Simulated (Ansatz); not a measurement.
# B4MoPt2: relaxing a made-up structure

Starting from a made-up structure for B4MoPt2, the aim is the relaxed cell, its shortest contacts and, where a second run follows, its electronic structure.

Method: DFT, r2SCAN, plane-wave PAW, files of the set soft_1, scalar-relativistic, no spin, cell and ions relaxed at zero pressure; PAW set soft_1, in Ansatz 0.2.0.

### Step 1. The starting structure

Symmetry: Immm, No. 71, orthorhombic system. Conventional cell: a = 3.151 Å, b = 3.240 Å, c = 13.167 Å, α = 90.00°, β = 90.00°, γ = 90.00°. Pt has 7 B at 2.34 to 2.59 Å nearest. Nearest to Mo lie 12 B at 2.29 to 2.36 Å. Nearest to B lie 3 B at 1.38 to 1.83 Å and 2 Pt at 2.34 Å and 4 Mo at 2.36 Å. Nearest to B lie 2 B at 1.83 Å and 2 Mo at 2.29 Å and 5 Pt at 2.38 to 2.59 Å. Farther neighbours are not listed.

### Step 2. Relaxation of the guess

The guessed cell has no reason to be at equilibrium. It is relaxed with the atoms, within the space group of the guess.

Contents of input.yaml:

```yaml
crystal:
  lattice:
    - [-1.5755, 1.62, 6.5835]
    - [1.5755, -1.62, 6.5835]
    - [1.5755, 1.62, -6.5835]
  atoms:
    - { symbol: Pt, position: [0.8196, 0.8196, 0.0] }
    - { symbol: Pt, position: [0.1804, 0.1804, 0.0] }
    - { symbol: Mo, position: [0.0, 0.5, 0.5] }
    - { symbol: B, position: [0.5525, 0.0525, 0.5] }
    - { symbol: B, position: [0.4475, 0.9475, 0.5] }
    - { symbol: B, position: [0.6232, 0.6232, 0.0] }
    - { symbol: B, position: [0.3768, 0.3768, 0.0] }
kpoints:
  mp_grid: { grid: [12, 12, 12] }
scf:
  occupations: { method: fermi_dirac, width: 0.05 }
hamiltonian:
  xc: r2scan
  pseudopotentials: { kind: paw, azcp: { folder: soft_1 } }
relax:
  f_tol: 0.015
  max_steps: 70
  cell: {}
output:
  forces: true
  stress: true
```

The run is started by

```
ansatz run input.yaml --threads 4 --pin off --max-ram 10240MiB --backend cpu --events-out ev --progress --plain --runs-dir out
```

Numbers of over 12 decimals in the logs are rounded to 6 here.

Output:

```text
basis.fft_grid_basis auto: the FFT boxes are laid along the combinations [[1, 0, 1], [0, 1, 1], [0, 0, 1]] of the cell's own vectors, 3.240, 3.151 and 6.961 Å long. The dense box has 24×24×54 points. Along the cell's own vectors, as sized, it would have 54×54×54, 5.06 times as many. Of the 8 symmetry operations that the crystal satisfies within crystal.symmetry.tolerance (time reversal apart; of a slab, those that ke [...]
Engine: ansatz 0.2.0, aarch64-unknown-linux-gnu
Pseudopotentials: kind: paw
Pseudopotential: Pt, paw, valence charge 18, recommended cutoff 500 eV (meta_gga), soft_1/Pt.paw.azcp
Pseudopotential: Mo, paw, valence charge 14, recommended cutoff 500 eV (meta_gga), soft_1/Mo.paw.azcp
Pseudopotential: B, paw, valence charge 3, recommended cutoff 500 eV (meta_gga), soft_1/B.paw.azcp
Functional definition: r2SCAN
  parameter k0 = 0.174
  parameter k1 = 0.065
  parameter a1 = 4.9479
  exchange = r2scan_x(k0 = k0, k1 = k1, a1 = a1)
  correlation = r2scan_c
Crystal: 7 atoms, lattice volume = 67.213 Å³
Basis set: ecut = 500 eV, 1693 PW (Γ), FFT grids on a1+a3, a2+a3, a3, exchange–correlation on 96×96×216 points (64 copies of the dense FFT grid, shifted against one another)
Bands: 38, of which v1, the nominal top of the filled ones, is band 31 counted from 1 (30 counted from 0)
Symmetry: 8 space group operations
Space group: Immm (ITA 71), of the structure as read, at distance tolerance 4.1e-5 Å
k-points: 280 of 1728
Non-local potential: Pt, projectors of the file, l = 0: 3, l = 1: 2, l = 2: 2, l = 3: 1
Non-local potential: Mo, projectors of the file, l = 0: 3, l = 1: 2, l = 2: 2, l = 3: 1
Non-local potential: B, projectors of the file, l = 0: 2, l = 1: 2, l = 2: 1
PAW form: soft (Blöchl's): semilocal exchange-correlation on the pseudo side does not see the compensation charge
PAW frozen core: Pt, regenerated for the run's functional (the file was generated under x = pbe(κ = 0.804, μ = 0.219515), c = pbe(β = 0.066725))
PAW frozen core: Mo, regenerated for the run's functional (the file was generated under x = pbe(κ = 0.804, μ = 0.219515), c = pbe(β = 0.066725))
PAW frozen core: B, regenerated for the run's functional (the file was generated under x = pbe(κ = 0.804, μ = 0.219515), c = pbe(β = 0.066725))
PAW one-centre angular grid: Pt, 590 points (default); XC on 160 Gauss nodes
PAW one-centre angular grid: Mo, 590 points (default); XC on 160 Gauss nodes
PAW one-centre angular grid: B, 302 points (default); XC on 223 of its mesh's 2233 points in the sphere
Initial density: superposition of atomic densities (chi_scale 0.1, normalization cell, long waves kept (reshape's long-wave potential 0.16 eV rms))
Initial wavefunctions: pseudopotential atomic-orbital guess
Functional: x = r2scan, c = r2scan; τ floored in thin density (d = 2e-4 eV/Å³)
SCF iter   1: F=—  HF=-30679.019063 eV  |F-HF|=—  |Δ(HF+E_count)|=         —  Δρ=1.85e-1  dr2=7.25e1  dr2_τ=3.35e0  ethr=3.10e-3  ⟨swp⟩=6.0  Hψ=42461  notcnv=0  defer=4
preconditioner: auto → Kerker (q_TF=auto, 2.692 Å⁻¹)  [metal: Δε(μ)=0.003 eV  Ē_g=8.758 eV  σ=0.050 eV  W_gap=0.02  n_scr=20 (ndim 8)  ℏωp=27.9 eV  f_vac=0.000  D(μ)=4.03/eV (n_scr^D=42)]
SCF iter   2: F=—  HF=-30670.078328 eV  |F-HF|=—  |Δ(HF+E_count)|=    8.94e0  Δρ=7.39e-2  dr2=7.96e0  dr2_τ=1.35e0  ethr=3.10e-3  ⟨swp⟩=3.2  Hψ=24140  notcnv=0  defer=152
SCF iter   3: F=—  HF=-30669.076876 eV  |F-HF|=—  |Δ(HF+E_count)|=    1.00e0  Δρ=3.48e-2  dr2=4.65e0  dr2_τ=3.84e-1  ethr=3.10e-3  ⟨swp⟩=3.0  Hψ=21592  notcnv=0  defer=199
SCF iter   4: F=—  HF=-30668.749693 eV  |F-HF|=—  |Δ(HF+E_count)|=   3.27e-1  Δρ=1.51e-2  dr2=7.40e-1  dr2_τ=1.30e-2  ethr=3.10e-3  ⟨swp⟩=2.3  Hψ=12964  notcnv=0  defer=203
SCF iter   5: F=—  HF=-30668.669332 eV  |F-HF|=—  |Δ(HF+E_count)|=   8.04e-2  Δρ=5.15e-3  dr2=2.36e-2  dr2_τ=7.62e-4  ethr=1.19e-3  ⟨swp⟩=3.1  Hψ=17271  notcnv=0  defer=210
SCF iter   6: F=—  HF=-30668.672835 eV  |F-HF|=—  |Δ(HF+E_count)|=   3.50e-3  Δρ=1.96e-3  dr2=8.03e-3  dr2_τ=4.29e-4  ethr=3.81e-5  ⟨swp⟩=2.1  Hψ=18521  notcnv=0  defer=209
SCF iter   7: F=—  HF=-30668.672810 eV  |F-HF|=—  |Δ(HF+E_count)|=   2.50e-5  Δρ=4.85e-4  dr2=2.99e-4  dr2_τ=1.20e-5  ethr=1.30e-5  ⟨swp⟩=1.1  Hψ=10471  notcnv=0  defer=209
SCF iter   8: F=—  HF=-30668.672910 eV  |F-HF|=—  |Δ(HF+E_count)|=   1.01e-4  Δρ=1.66e-4  dr2=4.08e-5  dr2_τ=2.44e-6  ethr=4.82e-7  ⟨swp⟩=2.0  Hψ=15097  notcnv=0  defer=209
SCF iter   9: F=—  HF=-30668.672912 eV  |F-HF|=—  |Δ(HF+E_count)|=   1.42e-6  Δρ=3.36e-5  dr2=1.49e-6  dr2_τ=4.35e-8  ethr=6.58e-8  ⟨swp⟩=2.1  Hψ=13772  notcnv=0  defer=210
SCF iter  10: F=-30668.672912 eV  HF=-30668.672912 eV  |F-HF|=1.31e-9  |Δ(HF+E_count)|=   3.31e-7  Δρ=6.61e-6  dr2=3.66e-8  dr2_τ=8.11e-10  ethr=1.61e-10  ⟨swp⟩=3.3  Hψ=42910  notcnv=0
SCF 1 converged in 10 iterations: F = -30668.672912 eV  dr2 = 3.66e-8
  greatest PAW one-centre occupation: 1.000 electrons in one spin orbital (limit 2), on the Pt atom at site 1 (counted from 0), in its partial waves of l = 0
relax step   1: F+E_penalty+E_count = -30668.67291214 eV  Δ(F+E_penalty+E_count) = +0.000e0 eV  max|allowed force component| = 9.819e0 eV/Å  Δτ_max = 0.0000 Å  P = +16.978 GPa  Ω = 67.213 Å³  (10 SCF iters, dr2 threshold 1.00e-7 eV, accepted)
Basis set: ecut = 500 eV, 1695 PW (Γ), FFT grids on a1+a3, a2+a3, a3, exchange–correlation on 96×96×216 points (64 copies of the dense FFT grid, shifted against one another)
Initial density: handed on by an earlier stage of this run
Initial wavefunctions: those handed on with the density
iter 1 solved again at ethr=9.34e-4 eV; its pass at ethr=3.10e-3 eV (dr2=5.79e-1 eV) is discarded
SCF iter   1: F=—  HF=-30669.474144 eV  |F-HF|=—  |Δ(HF+E_count)|=         —  Δρ=2.15e-2  dr2=5.84e-1  dr2_τ=2.20e0  ethr=9.34e-4  ⟨swp⟩=1.1  Hψ=56514  notcnv=0
preconditioner: auto → Kerker (q_TF=auto, 2.692 Å⁻¹)  [metal: Δε(μ)=0.003 eV  Ē_g=8.797 eV  σ=0.050 eV  W_gap=0.02  n_scr=20 (ndim 8)  ℏωp=27.9 eV  f_vac=0.000  D(μ)=3.03/eV (n_scr^D=24)]
SCF iter   2: F=—  HF=-30670.071595 eV  |F-HF|=—  |Δ(HF+E_count)|=   5.97e-1  Δρ=1.29e-2  dr2=2.38e-1  dr2_τ=1.51e-3  ethr=9.34e-4  ⟨swp⟩=2.3  Hψ=16712  notcnv=0
SCF iter   3: F=—  HF=-30670.024155 eV  |F-HF|=—  |Δ(HF+E_count)|=   4.74e-2  Δρ=4.29e-3  dr2=1.64e-2  dr2_τ=3.98e-3  ethr=3.83e-4  ⟨swp⟩=2.8  Hψ=17714  notcnv=0  defer=7
SCF iter   4: F=—  HF=-30670.022907 eV  |F-HF|=—  |Δ(HF+E_count)|=   1.25e-3  Δρ=1.50e-3  dr2=4.36e-3  dr2_τ=4.21e-4  ethr=2.64e-5  ⟨swp⟩=1.8  Hψ=13879  notcnv=0  defer=13
[...]
SCF iter   5: F=—  HF=-30670.303390 eV  |F-HF|=—  |Δ(HF+E_count)|=   2.48e-5  Δρ=6.00e-4  dr2=4.36e-4  dr2_τ=9.76e-6  ethr=2.63e-6  ⟨swp⟩=1.9  Hψ=14481  notcnv=0  defer=4
SCF iter   6: F=—  HF=-30670.303376 eV  |F-HF|=—  |Δ(HF+E_count)|=   1.38e-5  Δρ=1.58e-4  dr2=4.66e-5  dr2_τ=2.78e-6  ethr=7.03e-7  ⟨swp⟩=2.0  Hψ=16706  notcnv=0  defer=4
SCF iter   7: F=—  HF=-30670.303379 eV  |F-HF|=—  |Δ(HF+E_count)|=   2.63e-6  Δρ=4.58e-5  dr2=1.78e-6  dr2_τ=1.83e-7  ethr=7.51e-8  ⟨swp⟩=1.9  Hψ=11559  notcnv=0  defer=4
SCF iter   8: F=-30670.303379 eV  HF=-30670.303379 eV  |F-HF|=1.79e-8  |Δ(HF+E_count)|=   4.81e-7  Δρ=8.25e-6  dr2=3.95e-8  dr2_τ=7.07e-9  ethr=1.13e-9  ⟨swp⟩=4.1  Hψ=34739  notcnv=0
SCF 3 converged in 8 iterations: F = -30670.303379 eV  dr2 = 3.95e-8
relax step   3: F+E_penalty+E_count = -30670.30337937 eV  Δ(F+E_penalty+E_count) = -2.808e-1 eV  max|allowed force component| = 1.765e0 eV/Å  Δτ_max = 0.0504 Å  P = -1.885 GPa  Ω = 69.529 Å³  energy of the carried Pulay correction = -7.057e-4 eV  (8 SCF iters, dr2 threshold 7.00e-7 eV, accepted)
[...]
relax step   4: F+E_penalty+E_count = -30670.37059275 eV  Δ(F+E_penalty+E_count) = -6.721e-2 eV  max|allowed force component| = 6.330e-1 eV/Å  Δτ_max = 0.0314 Å  P = +2.575 GPa  Ω = 68.404 Å³  energy of the carried Pulay correction = -3.658e-4 eV  (7 SCF iters, dr2 threshold 7.00e-7 eV, accepted)
[...]
relax step   5: F+E_penalty+E_count = -30670.40807229 eV  Δ(F+E_penalty+E_count) = -3.748e-2 eV  max|allowed force component| = 1.060e-1 eV/Å  Δτ_max = 0.0248 Å  P = -0.155 GPa  Ω = 68.925 Å³  energy of the carried Pulay correction = -5.241e-4 eV  (7 SCF iters, dr2 threshold 7.00e-7 eV, accepted)
[...]
relax step   6: F+E_penalty+E_count = -30670.41022870 eV  Δ(F+E_penalty+E_count) = -2.156e-3 eV  max|allowed force component| = 6.927e-2 eV/Å  Δτ_max = 0.0083 Å  P = +0.490 GPa  Ω = 68.834 Å³  energy of the carried Pulay correction = -4.964e-4 eV  (6 SCF iters, dr2 threshold 7.00e-7 eV, accepted)
[...]
relax step   7: F+E_penalty+E_count = -30670.41147149 eV  Δ(F+E_penalty+E_count) = -1.243e-3 eV  max|allowed force component| = 1.578e-2 eV/Å  Δτ_max = 0.0023 Å  P = -0.051 GPa  Ω = 68.930 Å³  energy of the carried Pulay correction = -5.256e-4 eV  (6 SCF iters, dr2 threshold 7.00e-7 eV, accepted)
[...]
relax step   8: F+E_penalty+E_count = -30670.41150347 eV  Δ(F+E_penalty+E_count) = -3.198e-5 eV  max|allowed force component| = 3.221e-3 eV/Å  Δτ_max = 0.0008 Å  P = -0.009 GPa  Ω = 68.920 Å³  energy of the carried Pulay correction = -5.223e-4 eV  (5 SCF iters, dr2 threshold 2.67e-8 eV, accepted)
Basis set: ecut = 500 eV, 1733 PW (Γ), FFT grids on a1+a3, a2+a3, a3, exchange–correlation on 100×96×216 points (64 copies of the dense FFT grid, shifted against one another)
Initial wavefunctions: pseudopotential atomic-orbital guess (no wavefunctions were taken with the density)
iter 1 solved again at ethr=5.16e-8 eV; its pass at ethr=3.10e-3 eV (dr2=3.20e-5 eV) is discarded
SCF iter   1: F=—  HF=-30670.411269 eV  |F-HF|=—  |Δ(HF+E_count)|=         —  Δρ=5.15e-4  dr2=3.99e-6  dr2_τ=5.90e-6  ethr=5.16e-8  ⟨swp⟩=4.2  Hψ=70622  notcnv=0
SCF iter   2: F=—  HF=-30670.411883 eV  |F-HF|=—  |Δ(HF+E_count)|=   6.14e-4  Δρ=2.61e-4  dr2=9.97e-7  dr2_τ=1.63e-5  ethr=6.43e-9  ⟨swp⟩=2.0  Hψ=15475  notcnv=0
SCF iter   3: F=—  HF=-30670.412127 eV  |F-HF|=—  |Δ(HF+E_count)|=   2.44e-4  Δρ=2.23e-5  dr2=3.78e-7  dr2_τ=1.19e-7  ethr=1.61e-9  ⟨swp⟩=2.0  Hψ=17969  notcnv=0
SCF iter   4: F=—  HF=-30670.412128 eV  |F-HF|=—  |Δ(HF+E_count)|=   9.71e-7  Δρ=5.65e-6  dr2=1.03e-8  dr2_τ=2.36e-9  ethr=6.09e-10  ⟨swp⟩=1.2  Hψ=10773  notcnv=0
SCF iter   5: F=—  HF=-30670.412128 eV  |F-HF|=—  |Δ(HF+E_count)|=   3.60e-8  Δρ=1.18e-6  dr2=2.41e-9  dr2_τ=1.99e-10  ethr=1.65e-11  ⟨swp⟩=2.0  Hψ=16577  notcnv=0
SCF iter   6: F=—  HF=-30670.412128 eV  |F-HF|=—  |Δ(HF+E_count)|=  9.46e-10  Δρ=4.12e-7  dr2=2.96e-10  dr2_τ=1.15e-11  ethr=3.89e-12  ⟨swp⟩=2.0  Hψ=14924  notcnv=0
SCF iter   7: F=-30670.412128 eV  HF=-30670.412128 eV  |F-HF|=2.18e-11  |Δ(HF+E_count)|=  5.09e-11  Δρ=1.19e-7  dr2=1.25e-11  dr2_τ=3.26e-12  ethr=1.00e-12  ⟨swp⟩=4.3  Hψ=34805  notcnv=0
SCF 9 converged in 7 iterations: F = -30670.412128 eV  dr2 = 1.25e-11
relax step   9: F+E_penalty+E_count = -30670.41212798 eV  Δ(F+E_penalty+E_count) = -6.245e-4 eV  max|allowed force component| = 3.111e-3 eV/Å  Δτ_max = 0.0000 Å  P = -0.002 GPa  Ω = 68.920 Å³  stress off target by 1.01e-2 GPa  SCF on the basis re-selected at this cell (its energy is not comparable with the rows above)  (7 SCF iters)
basis re-selected at this cell: Δ(F+E_penalty+E_count) = -6.245e-4 eV, ΔP = +0.007 GPa vs the last step (what re-selecting the basis moved, of the pressure what is left beyond the Pulay correction that the steps carried, after the strain that the cell walked since its last selection, with what the two solves' SCF thresholds leave and, on support functions, any second-order correction that the steps lacked; it is no measure of the basis error at this ecutwfc). The dense FFT grid was sized anew with the basis: this SCF ran on 25×24×54 points, the steps before it on 24×24×54, so part of this shift can come from that change (see relax.cell in the input reference). [rest of the remark cut]
SCF converged after 7 iterations
Free energy (F): -30670.412128 eV
Harris-Foulkes:  -30670.412128 eV  (|F-HF|=2.18e-11)
Internal energy: -30670.382003 eV  (E = F + TS)
E sigma→0 (E₀):  -30670.397066 eV
Entropy (-TS):   -0.030125 eV (-4.304 meV/atom)
Fermi energy:    20.667960 eV
--- Per-component energies (eV) ---
  E_band       = -381.377343
  E_kinetic    = 1815.053329
  E_local      = -4530.416078  (includes V_loc(G=0)·N_el)
  E_nonlocal   = 590.422061
  E_hartree    = 1764.266644
  E_xc         = -740.649453
  E_vxc        = -1014.941950  (∫ρ·V_xc dr)
  E_paw        = -22566.934248  (= ΣΔE_a)
  E_vpaw       = -834.322127  (= ΣTr[D̂ρ^β])
  E_aug_tail   = 0.001487  (compensation charges beyond the density's cutoff)
  E_vtau       = 64.292538  (kinetic-family band-sum trace: ∫τ·v_τ [+ j·A + Jᵃ·Aᵃ] dr)
  E_ewald      = -7001.367541
  E_core_change = -0.758204  (= ΣΔE_core)
  E_smearing   = -0.030125  (= −TS)
  E_closure    = -0.000000  (closes the sum)
  Σ components = -30670.412128   (vs F -30670.412128, Δ=0.00e0)
--- Forces (eV/Å), atoms counted from 1 ---
  atom   1  Pt     0.00000000     0.00000000    -0.00311085
  atom   2  Pt     0.00000000     0.00000000     0.00311085
  atom   3  Mo     0.00000000     0.00000000    -0.00000000
  atom   4  B      0.00000000     0.00000000     0.00236761
  atom   5  B      0.00000000     0.00000000    -0.00236761
  atom   6  B      0.00000000     0.00000000     0.00273324
  atom   7  B      0.00000000     0.00000000    -0.00273324
  max |Σ_I F_I| component: 8.67e-19 eV/Å
--- Stress (GPa, compression-positive) ---
       -0.000610       0.000000       0.000000
        0.000000       0.003574       0.000000
        0.000000       0.000000      -0.010116
  P = ⅓ Tr σ = -0.0024 GPa (-0.024 kbar)
--- Relaxed structure (8 steps of the walk, 8 accepted, 1 SCFs on fresh bases) ---
  F+E_penalty+E_count = -30670.41212798 eV   max|allowed force component| = 3.111e-3 eV/Å   (the final SCF, on the basis selected at the relaxed cell)
  cell:  # Å, volume = 68.9196 Å³
    - [-1.592514, 1.671475, 6.472908]
    - [1.592514, -1.671475, 6.472908]
    - [1.592514, 1.671475, -6.472908]
  atoms:
    - { symbol: Pt, position: [0.811436, 0.811436, 0] }
    - { symbol: Pt, position: [0.188564, 0.188564, 0] }
    - { symbol: Mo, position: [3.0349050168848544e-19, 0.5, 0.5] }
    - { symbol: B, position: [0.567303, 0.067303, 0.5] }
    - { symbol: B, position: [0.432697, 0.932697, 0.5] }
    - { symbol: B, position: [0.635933, 0.635933, 0] }
    - { symbol: B, position: [0.364067, 0.364067, 0] }
```

It took 2.2 min on 4 threads of Arm Neoverse V2, shared host; peak memory 1 GiB; 8.8 min of CPU time.

Relaxation path:

| step | energy less that of the first step (eV) | largest force component (eV/Å) | pressure (GPa) | volume (Å³) |
| --- | --- | --- | --- | --- |
| 1 | 0.0000 | 9.8195 | 16.98 | 67.21 |
| 2 | -1.3496 | 3.8421 | 9.17 | 67.21 |
| 3 | -1.6305 | 1.7653 | -1.89 | 69.53 |
| 4 | -1.6977 | 0.6330 | 2.57 | 68.40 |
| 5 | -1.7352 | 0.1060 | -0.16 | 68.93 |
| 6 | -1.7373 | 0.0693 | 0.49 | 68.83 |
| 7 | -1.7386 | 0.0158 | -0.05 | 68.93 |
| 8 | -1.7386 | 0.0032 | -0.01 | 68.92 |
| 9* | -1.7392 | 0.0031 | 0.00 | 68.92 |

Relaxation steps marked * repeat the geometry before them on a plane-wave basis chosen anew for their cell, so energy and pressure can jump there.

The run keeps the 8 symmetry operations that it works with, so distortions that break them were not tested.

| conventional cell, symmetrised | before | after | change |
| --- | --- | --- | --- |
| a (Å) | 3.151 | 3.185 | +1.1 % |
| b (Å) | 3.240 | 3.343 | +3.2 % |
| c (Å) | 13.167 | 12.946 | -1.7 % |
| volume (Å³/atom) | 9.60 | 9.85 | +2.5 % |

The atoms that moved most (Å, as changes of fractional coordinates times the final cell):

| atom | dx | dy | dz | length |
| --- | --- | --- | --- | --- |
| B5 | 0.000 | 0.000 | -0.192 | 0.192 |
| B4 | 0.000 | 0.000 | 0.192 | 0.192 |
| B6 | 0.000 | 0.000 | 0.165 | 0.165 |
| B7 | 0.000 | 0.000 | -0.165 | 0.165 |
| Pt2 | 0.000 | 0.000 | 0.106 | 0.106 |
| Pt1 | 0.000 | 0.000 | -0.106 | 0.106 |

The relaxed structure:

```cif
data_structure
_symmetry_space_group_name_H-M 'P 1'
_symmetry_Int_Tables_number 1
_cell_length_a 6.8723
_cell_length_b 6.8723
_cell_length_c 6.8723
_cell_angle_alpha 153.202
_cell_angle_beta 151.847
_cell_angle_gamma 39.259
_cell_volume 68.92
loop_
_atom_site_label
_atom_site_type_symbol
_atom_site_fract_x
_atom_site_fract_y
_atom_site_fract_z
_atom_site_occupancy
Pt1 Pt 0.81144 0.81144 0.00000 1
Pt2 Pt 0.18856 0.18856 0.00000 1
Mo3 Mo 0.00000 0.50000 0.50000 1
B4 B 0.56730 0.06730 0.50000 1
B5 B 0.43270 0.93270 0.50000 1
B6 B 0.63593 0.63593 0.00000 1
B7 B 0.36407 0.36407 0.00000 1
```

Numbers from this step:

- free energy: -30670.4121 eV
- energy at zero smearing: -30670.3971 eV
- smearing term TS: 0.03012 eV
- Fermi energy: 20.67 eV
- electrons: 62
- symmetry operations: 8
- pressure: -0.002384 GPa

The shortest distance of each pair, which need not be the same contact before and after:

| pair | guess (Å) | relaxed (Å) |
| --- | --- | --- |
| B–B | 1.383 | 1.743 |
| B–Pt | 2.337 | 2.272 |
| B–Mo | 2.293 | 2.427 |
| Pt–Pt | 2.910 | 2.804 |
| Mo–Pt | 2.850 | 2.915 |

The relaxation ends with a largest force component of 0.0031 eV/Å and a pressure of 0.00 GPa.

### Step 3. Summary of results

```
space group, relaxed : Immm
conventional cell    : a = 3.185, b = 3.343, c = 12.946 Å; α = 90.0°, β = 90.0°, γ = 90.0°
volume per atom      : 9.85 Å³ (guess 9.60)
```

What this shows: B4MoPt2 relaxes to Immm with a = 3.185, b = 3.343 and c = 12.946 Å. The guessed volume was 2 % too small. The space group Immm was held in the relaxation, so the end point is a stationary structure within it and may be a saddle against distortions or other arrangements. Mesh and cutoff weren't tested. Spin-orbit coupling is left out, which can matter for elements this heavy. No dispersion term is used, so weakly bound directions may come out too long. The runs have no spin, and magnetism wasn't tested. Nothing here tests whether the compound is stable against decomposition.

[Logs are printed without paths, hosts, clocks, repeated set-up lines and the standing remarks that a program may print on its own settings, such as how far it seeks lower states.]

[Hosts, paths, dates, database ids (printed as entryN), source tags and the programs' standing remarks are cut or masked in the printed files.]
